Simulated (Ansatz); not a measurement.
# How many bands does the GW gap of ScBiO3 (C2/c) need?

How do accuracy and time trade against each other in G0W0 on ScBiO3 (C2/c)?

Main program and level: Ansatz 0.2.0; G0W0 on LDA, plane waves, PAW; PAW set soft_1.

**1. The structure**

The structure is monoclinic, space group C2/c (No. 15). The conventional cell has a = 9.981 Å, b = 5.894 Å, c = 10.143 Å, α = 90.00°, β = 108.92°, γ = 90.00°. Nearest to Sc lie 6 O at 2.10 to 2.16 Å. Nearest to Sc lie 6 O at 2.08 to 2.19 Å. Bi has 4 O at 2.17 to 2.58 Å nearest. Nearest to O lie 2 Sc at 2.10 to 2.19 Å and 1 Bi at 2.17 Å. Nearest to O lie 2 Sc at 2.14 Å and 2 Bi at 2.20 to 2.58 Å. Nearest to O lie 2 Sc at 2.08 to 2.16 Å and 1 Bi at 2.20 Å. Farther neighbours and most contacts between anions are not listed.

The cell is the Materials Project's (PBE, PBE+U or r2SCAN) relaxed one; the ions were relaxed with LDA. Spin-orbit coupling is left out unless a step names it.

**2. 156 empty bands, screening to 39 eV**

G0W0 replaces the xc potential by the self-energy, built once from these orbitals. Only a window of levels is corrected, while the sums run over the empty bands that the input names. This step takes PAW set soft_1 files.

input.yaml reads:

```yaml
crystal:
  lattice:
    - [4.990429, -2.946812, 0.0]
    - [4.990429, 2.946812, 0.0]
    - [-3.288007, 0.0, 9.594851]
  atoms:
    - { symbol: Sc, position: [0.5, 0.0, 0.0] }
    - { symbol: Sc, position: [0.7467744295, 0.2532255705, 0.75] }
    - { symbol: Sc, position: [0.0, 0.5, 0.5] }
    - { symbol: Sc, position: [0.2532255705, 0.7467744295, 0.25] }
    - { symbol: Bi, position: [0.3068079702, 0.9668261159, 0.6377382856] }
    - { symbol: Bi, position: [0.9668261159, 0.3068079702, 0.1377382856] }
    - { symbol: Bi, position: [0.6931920298, 0.0331738841, 0.3622617144] }
    - { symbol: Bi, position: [0.0331738841, 0.6931920298, 0.8622617144] }
    - { symbol: O, position: [0.1733092497, 0.1188896856, 0.8377623058] }
    - { symbol: O, position: [0.7310255316, 0.1042719339, 0.9161184122] }
    - { symbol: O, position: [0.6309143319, 0.687847841, 0.3621311594] }
    - { symbol: O, position: [0.8811103144, 0.8266907503, 0.6622376942] }
    - { symbol: O, position: [0.312152159, 0.3690856681, 0.1378688406] }
    - { symbol: O, position: [0.3690856681, 0.312152159, 0.6378688406] }
    - { symbol: O, position: [0.1042719339, 0.7310255316, 0.4161184122] }
    - { symbol: O, position: [0.8957280661, 0.2689744684, 0.5838815878] }
    - { symbol: O, position: [0.8266907503, 0.8811103144, 0.1622376942] }
    - { symbol: O, position: [0.687847841, 0.6309143319, 0.8621311594] }
    - { symbol: O, position: [0.2689744684, 0.8957280661, 0.0838815878] }
    - { symbol: O, position: [0.1188896856, 0.1733092497, 0.3377623058] }
kpoints:
  mp_grid: { grid: [4, 4, 2] }
hamiltonian:
  xc: lda
  pseudopotentials: { kind: paw, azcp: { folder: soft_1 }, xc_functional: pbe }
scf:
  occupations: { method: fixed }
gw:
  n_empty_bands: 156
  ecut_chi: 39
  qp_bands: [v4, c4]
  qp_kpoints: band_edges
  screening: { model: contour_deformation }
```

Run with:

```
> ansatz run input.yaml --threads 24 --pin off --max-ram 82944MiB --backend cuda --events-out ev --progress --plain --runs-dir out --devices 1 --max-vram 78GiB
```

Numbers of over 12 decimals in the logs are rounded to 6 here.

What it wrote:

```text
GPUs: using 1 of 1 available (devices: 1).
Engine: ansatz 0.2.0, aarch64-unknown-linux-gnu
Pseudopotentials: kind: paw
Pseudopotential: Sc, paw, valence charge 11, recommended cutoff 420 eV (normal), soft_1/Sc.paw.azcp
Pseudopotential: Bi, paw, valence charge 15, recommended cutoff 420 eV (normal), soft_1/Bi.paw.azcp
Pseudopotential: O, paw, valence charge 6, recommended cutoff 420 eV (normal), soft_1/O.paw.azcp
Functional definition: SPW92
  exchange = slater_x
  correlation = pw_c
[...]
Crystal: 20 atoms, lattice volume = 282.201 Å³
Basis set: ecut = 420 eV, 5505 PW (Γ)
Bands: 108, of which v1, the nominal top of the filled ones, is band 88 counted from 1 (87 counted from 0)
Symmetry: 4 space group operations
Space group: C2/c (ITA 15), of the structure as read, at distance tolerance 6.6e-5 Å
k-points: 14 of 32
Non-local potential: Sc, projectors of the file, l = 0: 3, l = 1: 2, l = 2: 3, l = 3: 1
Non-local potential: Bi, projectors of the file, l = 0: 2, l = 1: 2, l = 2: 2, l = 3: 1
Non-local potential: O, projectors of the file, l = 0: 2, l = 1: 2, l = 2: 1
PAW form: soft (Blöchl's): semilocal exchange-correlation on the pseudo side does not see the compensation charge
PAW frozen core: Sc, regenerated for the run's functional, and the local potential with it (the file was generated under x = pbe(κ = 0.804, μ = 0.219515), c = pbe(β = 0.066725))
PAW frozen core: Bi, regenerated for the run's functional, and the local potential with it (the file was generated under x = pbe(κ = 0.804, μ = 0.219515), c = pbe(β = 0.066725))
PAW frozen core: O, regenerated for the run's functional, and the local potential with it (the file was generated under x = pbe(κ = 0.804, μ = 0.219515), c = pbe(β = 0.066725))
PAW one-centre angular grid: Sc, 590 points (default); XC on 64 Gauss nodes
PAW one-centre angular grid: Bi, 590 points (default); XC on 64 Gauss nodes
PAW one-centre angular grid: O, 110 points (default); XC on 64 Gauss nodes
Initial density: superposition of atomic densities (chi_scale 0.1, normalization cell, long waves kept (reshape's long-wave potential 0.01 eV rms))
Initial wavefunctions: pseudopotential atomic-orbital guess
[...]
Functional: x = slater, c = lda
SCF iter   1: F=—  HF=-63391.903733 eV  |F-HF|=—  |Δ(HF+E_count)|=         —  Δρ=5.23e-2  dr2=1.13e1  ethr=3.10e-3  ⟨swp⟩=4.0  Hψ=5162  notcnv=0  defer=185
preconditioner: auto → Resta (q_TF=auto, 2.522 Å⁻¹)  ε∞=3.9  [insulator: Δε(μ)=2.698 eV  Ē_g=16.781 eV  n_scr=76 (ndim 8)  ℏωp=28.7 eV  f_vac=0.000  ε∞_Penn≈3.9]
SCF iter   2: F=—  HF=-63389.239303 eV  |F-HF|=—  |Δ(HF+E_count)|=    2.66e0  Δρ=2.70e-2  dr2=2.65e0  ethr=3.10e-3  ⟨swp⟩=2.8  Hψ=3040  notcnv=0  defer=235
SCF iter   3: F=—  HF=-63388.755600 eV  |F-HF|=—  |Δ(HF+E_count)|=   4.84e-1  Δρ=1.82e-2  dr2=6.80e-1  ethr=1.50e-3  ⟨swp⟩=3.1  Hψ=2531  notcnv=0  defer=225
SCF iter   4: F=—  HF=-63388.605795 eV  |F-HF|=—  |Δ(HF+E_count)|=   1.50e-1  Δρ=4.14e-3  dr2=6.90e-2  ethr=3.87e-4  ⟨swp⟩=2.2  Hψ=2249  notcnv=0  defer=239
SCF iter   5: F=—  HF=-63388.593451 eV  |F-HF|=—  |Δ(HF+E_count)|=   1.23e-2  Δρ=1.19e-3  dr2=4.92e-3  ethr=3.92e-5  ⟨swp⟩=2.7  Hψ=1886  notcnv=0  defer=252
SCF iter   6: F=—  HF=-63388.594466 eV  |F-HF|=—  |Δ(HF+E_count)|=   1.01e-3  Δρ=1.29e-3  dr2=4.16e-3  ethr=2.79e-6  ⟨swp⟩=2.0  Hψ=2071  notcnv=0  defer=251
[...]
SCF iter   9: F=—  HF=-63388.593809 eV  |F-HF|=—  |Δ(HF+E_count)|=   2.19e-6  Δρ=1.50e-5  dr2=7.56e-7  ethr=3.06e-9  ⟨swp⟩=2.0  Hψ=1876  notcnv=0  defer=210
SCF iter  10: F=—  HF=-63388.593809 eV  |F-HF|=—  |Δ(HF+E_count)|=   1.14e-8  Δρ=1.34e-5  dr2=4.41e-7  ethr=4.30e-10  ⟨swp⟩=2.0  Hψ=2548  notcnv=0  defer=210
SCF iter  11: F=-63388.593809 eV  HF=-63388.593809 eV  |F-HF|=1.72e-8  |Δ(HF+E_count)|=   7.43e-8  Δρ=3.25e-6  dr2=3.16e-8  ethr=5.68e-11  ⟨swp⟩=8.1  Hψ=6469  notcnv=0
SCF 1 converged in 11 iterations: F = -63388.593809 eV  dr2 = 3.16e-8
  greatest PAW one-centre occupation: 0.999 electrons in one spin orbital (limit 2), on the Sc atom at site 2 (counted from 0), in its partial waves of l = 0
[...]
NSCF: frozen V_eff on 14 k-points
[...]
SCF converged after 11 iterations
[...]
6    92     12.7414   -10.9556    -4.4358   -17.3514  0.7820    14.7687    14.7013  root
     7    85      8.0792   -24.1243     4.2051   -20.0507  0.7505     8.2104     8.2106  root
     7    86      8.1292   -25.2036     4.8594   -20.4056  0.7383     8.1906     8.1907  root
     7    87      8.2475   -24.5657     4.3883   -20.2965  0.7491     8.3665     8.3667  root
     7    88      8.3018   -24.4491     4.1308   -20.4970  0.7543     8.4801     8.4805  root
     7    89     12.5275   -11.2771    -3.3536   -16.1248  0.7991    14.0515    14.0216  root
     7    90     12.5566   -11.0555    -3.4577   -16.0230  0.8007    14.0982    14.0664  root
     7    91     12.5641   -11.1089    -3.5095   -16.1717  0.8000    14.1500    14.1174  root
     7    92     12.6727   -10.2648    -5.4191   -18.0158  0.7723    15.1157    15.0046  root ?
     8    85      7.9671   -23.9736     4.2612   -19.8249  0.7489     8.0794     8.0796  root
     8    86      8.1693   -23.6504     3.8481   -20.0175  0.7570     8.3839     8.3845  root
     8    87      8.3485   -24.4569     4.1749   -20.4560  0.7523     8.5220     8.5224  root
     8    88      8.3885   -24.2945     4.0089   -20.4933  0.7561     8.5957     8.5963  root
     8    89     11.7838   -10.7090    -3.2317   -15.3228  0.8059    13.1879    13.1657  root
     8    90     12.2526   -10.4509    -3.6578   -15.6728  0.8024    13.8492    13.8168  root
     8    91     12.5139   -10.7552    -3.9509   -16.4624  0.7933    14.3163    14.2701  root
     8    92     12.6822   -10.7570    -3.7287   -16.1217  0.7982    14.3563    14.3181  root
     9    85      7.9329   -24.2895     4.3802   -20.0159  0.7469     8.0393     8.0395  root
     9    86      8.1446   -23.6396     3.9045   -19.9258  0.7557     8.3348     8.3353  root
     9    87      8.3150   -23.8072     3.7582   -20.2840  0.7597     8.5493     8.5501  root
     9    88      8.4118   -24.3895     4.1237   -20.4519  0.7539     8.5975     8.5980  root
     9    89     12.0225   -10.5318    -3.4440   -15.4419  0.8044    13.5153    13.4885  root
     9    90     12.2530   -10.7862    -3.3684   -15.6061  0.8032    13.7309    13.7044  root
     9    91     12.3479   -11.1287    -3.4281   -16.0685  0.8004    13.8892    13.8595  root
     9    92     12.7662   -10.7756    -4.2998   -16.9731  0.7861    14.7250    14.6640  root
[...]
12    92     12.7587   -10.3045    -5.5174   -18.1806  0.7701    15.2355    15.1174  root ?
    13    85      7.9891   -24.1631     4.2407   -20.0614  0.7483     8.1278     8.1281  root
    13    86      7.9891   -24.1631     4.2407   -20.0614  0.7483     8.1278     8.1281  root
    13    87      8.3107   -24.2689     4.0629   -20.3883  0.7552     8.4925     8.4930  root
    13    88      8.3107   -24.2689     4.0629   -20.3883  0.7552     8.4925     8.4930  root
    13    89     11.8425   -10.5198    -3.1283   -14.9342  0.8090    13.1472    13.1286  root
    13    90     11.8425   -10.5198    -3.1283   -14.9342  0.8090    13.1472    13.1286  root
    13    91     12.3455   -10.3407    -3.9124   -15.9572  0.7981    14.0907    14.0496  root
    13    92     12.3455   -10.3407    -3.9124   -15.9572  0.7981    14.0907    14.0496  root
```

It took 12 s on 1 × NVIDIA GB200 (shared by 2 runs) with 24 threads of Arm Neoverse V2, shared host; peak memory 1.7 GiB.

Numbers from this step:

| Quantity | Value |
| --- | --- |
| bands summed | 244 |
| RPA ε∞ on this mesh (eigenvalues) | 5.276, 5.648, 5.878 |
| plane waves in the screening matrix | 141 |
| q-points in the mesh | 32 |
| G0W0 gap on the mesh | 3.810 eV |
| k of the valence top | 0, -0.5, -0.5 |
| k of the conduction bottom | -0.5, -0.5, 0 |
| starting gap on the mesh | 2.832 eV |
| Z at the valence top | 0.7604 |
| Z at the conduction bottom | 0.8120 |
| least direct G0W0 gap on the computed points | 4.010 eV |

The gap on the mesh goes from 2.83 eV to 3.81 eV, a correction of +0.98 eV. Between the two edge states, bare exchange in place of the xc potential would open the gap by 7.77 eV, and correlation takes back 6.80 eV.

**3. 441 empty bands, screening to 78 eV**

Another rung: the empty bands reach about as high as the screening cutoff, so the two stay in balance.

Changes to input.yaml since step 2:

```diff
@@ -34,4 +34,4 @@
 gw:
-  n_empty_bands: 156
-  ecut_chi: 39
+  n_empty_bands: 441
+  ecut_chi: 78
   qp_bands: [v4, c4]
```

What it wrote:

```text
GPUs: using 1 of 1 available (devices: 1).
[...]
Crystal: 20 atoms, lattice volume = 282.201 Å³
Basis set: ecut = 420 eV, 5505 PW (Γ)
Bands: 108, of which v1, the nominal top of the filled ones, is band 88 counted from 1 (87 counted from 0)
[... 1 set-up line as in the run before ...]
[...]
k-points: 14 of 32
[...]
SCF iter   1: F=—  HF=-63391.903733 eV  |F-HF|=—  |Δ(HF+E_count)|=         —  Δρ=5.23e-2  dr2=1.13e1  ethr=3.10e-3  ⟨swp⟩=4.0  Hψ=5162  notcnv=0  defer=185
[...]
SCF iter   6: F=—  HF=-63388.594466 eV  |F-HF|=—  |Δ(HF+E_count)|=   1.01e-3  Δρ=1.29e-3  dr2=4.16e-3  ethr=2.79e-6  ⟨swp⟩=2.0  Hψ=2071  notcnv=0  defer=251
[...]
SCF iter   9: F=—  HF=-63388.593809 eV  |F-HF|=—  |Δ(HF+E_count)|=   2.19e-6  Δρ=1.50e-5  dr2=7.56e-7  ethr=3.06e-9  ⟨swp⟩=2.0  Hψ=1876  notcnv=0  defer=210
[...]
SCF iter  11: F=-63388.593809 eV  HF=-63388.593809 eV  |F-HF|=1.72e-8  |Δ(HF+E_count)|=   7.43e-8  Δρ=3.25e-6  dr2=3.16e-8  ethr=5.68e-11  ⟨swp⟩=8.1  Hψ=6469  notcnv=0
SCF 1 converged in 11 iterations: F = -63388.593809 eV  dr2 = 3.16e-8
[...]
NSCF: frozen V_eff on 14 k-points
[...]
SCF converged after 11 iterations
[...]
6    92     12.7414   -10.9556    -4.8134   -17.3514  0.7760    14.3642    14.3237  root
     7    85      8.0792   -24.1243     4.0299   -20.0507  0.7422     8.0355     8.0355  root
     7    86      8.1292   -25.2036     4.7321   -20.4056  0.7293     8.0633     8.0634  root
     7    87      8.2475   -24.5657     4.2330   -20.2965  0.7404     8.2113     8.2113  root
     7    88      8.3018   -24.4491     3.9498   -20.4970  0.7458     8.2995     8.2995  root
     7    89     12.5275   -11.2771    -3.6689   -16.1248  0.7929    13.7236    13.7062  root
     7    90     12.5566   -11.0555    -3.7868   -16.0230  0.7950    13.7553    13.7373  root
     7    91     12.5641   -11.1089    -3.8377   -16.1717  0.7940    13.8081    13.7891  root
[...]
13    89     11.8425   -10.5198    -3.4152   -14.9342  0.8038    12.8522    12.8417  root
    13    90     11.8425   -10.5198    -3.4152   -14.9342  0.8038    12.8522    12.8417  root
    13    91     12.3455   -10.3407    -4.2708   -15.9572  0.7929    13.7153    13.6912  root
    13    92     12.3455   -10.3407    -4.2708   -15.9572  0.7929    13.7153    13.6912  root
```

The job ended after 18 s (1 × NVIDIA GB200 (shared by 2 runs) with 24 threads; peak memory 2.6 GiB).

Numbers from this step:

```yaml
bands_summed: 529
rpa_eps_infinity_on_this_mesh_eigenvalues: 5.246, 5.607, 5.844
plane_waves_in_the_screening_matrix: 441
q_points_in_the_mesh: 32
g0w0_gap_on_the_mesh: 3.751 eV
k_of_the_valence_top: 0, -0.5, -0.5
k_of_the_conduction_bottom: -0.5, -0.5, 0
starting_gap_on_the_mesh: 2.832 eV
z_at_the_valence_top: 0.7514
z_at_the_conduction_bottom: 0.8069
least_direct_g0w0_gap_on_the_computed_points: 3.947 eV
```

Against the run with 4×4×2 mesh, 156 empty bands, screening to 39 eV, PAW set soft_1 files, the gap moves by −0.06 eV.

**4. 949 empty bands, screening to 130 eV**

Changes to input.yaml since step 3:

```diff
@@ -34,4 +34,4 @@
 gw:
-  n_empty_bands: 441
-  ecut_chi: 78
+  n_empty_bands: 949
+  ecut_chi: 130.0
   qp_bands: [v4, c4]
```

What it wrote:

```text
GPUs: using 1 of 1 available (devices: 1).
[...]
Crystal: 20 atoms, lattice volume = 282.201 Å³
Basis set: ecut = 420 eV, 5505 PW (Γ)
Bands: 108, of which v1, the nominal top of the filled ones, is band 88 counted from 1 (87 counted from 0)
[... 1 set-up line as in the run before ...]
[...]
k-points: 14 of 32
[...]
7    90     12.5566   -11.0555    -3.9906   -16.0230  0.7926    13.5454    13.5335  root
     7    91     12.5641   -11.1089    -4.0436   -16.1717  0.7915    13.5958    13.5832  root
[...]
13    89     11.8425   -10.5198    -3.5901   -14.9342  0.8015    12.6738    12.6668  root
    13    90     11.8425   -10.5198    -3.5901   -14.9342  0.8015    12.6738    12.6668  root
    13    91     12.3455   -10.3407    -4.4763   -15.9572  0.7908    13.5024    13.4857  root
    13    92     12.3455   -10.3407    -4.4763   -15.9572  0.7908    13.5024    13.4857  root
[key lines of the parts left out:]
SCF converged after 11 iterations
```

Elapsed: 58 s, on 1 × NVIDIA GB200 (shared by 2 runs) with 24 threads; peak memory 4.8 GiB.

Numbers from this step:

```yaml
bands_summed: 1037
rpa_eps_infinity_on_this_mesh_eigenvalues: 5.189, 5.547, 5.771
plane_waves_in_the_screening_matrix: 965
g0w0_gap_on_the_mesh: 3.848 eV
k_of_the_valence_top: 0, -0.5, -0.5
k_of_the_conduction_bottom: -0.5, -0.5, 0
starting_gap_on_the_mesh: 2.832 eV
least_direct_g0w0_gap_on_the_computed_points: 4.041 eV
```

Against the run with 4×4×2 mesh, 441 empty bands, screening to 78 eV, PAW set soft_1 files, the gap moves by +0.10 eV.

**5. Changing the k mesh: 2×2×2 mesh, 441 empty bands, screening to 78 eV, PAW set soft_1 files**

A second mesh at equal bands and cutoff isolates the sampling error. Bands and cutoff differ from the step before, so it is read against an earlier run that matches them.

Changes to input.yaml since step 4:

```diff
@@ -27,3 +27,3 @@
 kpoints:
-  mp_grid: { grid: [4, 4, 2] }
+  mp_grid: { grid: [2, 2, 2] }
 hamiltonian:
@@ -34,4 +34,4 @@
 gw:
-  n_empty_bands: 949
-  ecut_chi: 130.0
+  n_empty_bands: 441
+  ecut_chi: 78
   qp_bands: [v4, c4]
```

What it wrote:

```text
GPUs: using 1 of 1 available (devices: 1).
[...]
Crystal: 20 atoms, lattice volume = 282.201 Å³
Basis set: ecut = 420 eV, 5505 PW (Γ)
Bands: 108, of which v1, the nominal top of the filled ones, is band 88 counted from 1 (87 counted from 0)
[... 1 set-up line as in the run before ...]
[...]
k-points: 6 of 8
[...]
0    91     12.6310   -10.1352    -6.0066   -18.0566  0.7640    14.6194    14.5458  root
     0    92     12.7099   -10.1143    -6.2305   -18.3110  0.7598    14.7577    14.6760  root
[...]
5    89     11.8457   -10.3852    -3.5597   -14.9312  0.7991    12.8437    12.8320  root
     5    90     11.8457   -10.3852    -3.5597   -14.9312  0.7991    12.8437    12.8320  root
     5    91     12.3485   -10.2421    -4.3867   -15.9562  0.7891    13.7016    13.6759  root
     5    92     12.3485   -10.2421    -4.3867   -15.9562  0.7891    13.7016    13.6759  root
[key lines of the parts left out:]
SCF converged after 11 iterations
```

Wall time 6.1 s (1 × NVIDIA GB200 (shared by 2 runs) with 24 threads); peak memory 1.8 GiB.

This step gave:

- bands summed: 529
- RPA ε∞ on this mesh (eigenvalues): 5.769, 5.816, 6.298
- plane waves in the screening matrix: 441
- G0W0 gap on the mesh: 3.726 eV
- k of the valence top: 0, -0.5, -0.5
- k of the conduction bottom: -0.5, -0.5, 0
- starting gap on the mesh: 2.824 eV
- least direct G0W0 gap on the computed points: 3.920 eV

Against the run with 4×4×2 mesh, 441 empty bands, screening to 78 eV, PAW set soft_1 files, the gap moves by −0.03 eV.

**6. Convergence and cost**

Times are wall times on 1 × NVIDIA GB200 (shared by 2 runs) with 24 threads of Arm Neoverse V2, shared host, good to a factor of about two.

```csv
mesh,files,frequency,bands summed,cutoff (eV),start (eV),G0W0 (eV),time,host memory (GiB)
4×4×2,PAW set soft_1,contour deformation,244,39,2.832,3.810,12 s,1.7
4×4×2,PAW set soft_1,contour deformation,529,78,2.832,3.751,18 s,2.6
4×4×2,PAW set soft_1,contour deformation,1037,130,2.832,3.848,58 s,4.8
2×2×2,PAW set soft_1,contour deformation,529,78,2.824,3.726,6.1 s,1.8
```

How the two edges are built up, in eV (the quasiparticle level is the starting level plus Σx plus Σc less Vxc):

```csv
run,edge,start,Σx,Σc,Vxc,Z,QP
244 bands,valence top,8.50,-24.06,3.79,-20.51,0.76,8.74
244 bands,conduction bottom,11.34,-10.50,-3.00,-14.72,0.81,12.55
529 bands,valence top,8.50,-24.06,3.58,-20.51,0.75,8.53
529 bands,conduction bottom,11.34,-10.50,-3.27,-14.72,0.81,12.28
1037 bands,valence top,8.50,-24.06,3.32,-20.51,0.75,8.27
1037 bands,conduction bottom,11.34,-10.50,-3.43,-14.72,0.80,12.12
```

**7. Results**

```yaml
244_bands_39_ev: 3.810 eV
529_bands_78_ev: 3.751 eV
1037_bands_130_ev: 3.848 eV
mesh_and_start: 4×4×2, LDA
```

From 244 to 1037 bands the gap moves by +0.04 eV while the time grows 5.0-fold. Σc changes by −0.47 eV at the valence top and −0.43 eV at the conduction bottom, so the levels themselves move more than the gap between them. The gap turns back along the series, so no limit is drawn from it. On the 2×2×2 mesh in place of 4×4×2 the gap differs by −0.03 eV, of which −0.01 eV is already in the start. Where an edge is built on 6p states of lead, bismuth or thallium, scalar-relativistic gaps usually stand too wide, by a few tenths to over one eV. The many-body steps are scalar-relativistic: spin-orbit coupling is not in them.

[Paths, hosts, dates, memory and timing lines, banners, echoed tables and standing remarks are left out of the program output.]

[Logs are printed without paths, hosts, clocks, repeated set-up lines and the standing remarks that a program may print on its own settings, such as how far it seeks lower states.]

[Runs of the session that timed out or met a known fault of the program may be left out.]

[Cells called generated may have been cut or substituted from an entry of the Crystallography Open Database or the Materials Project.]

[Hosts, paths, dates, database ids (printed as entryN), source tags and the programs' standing remarks are cut or masked in the printed files.]
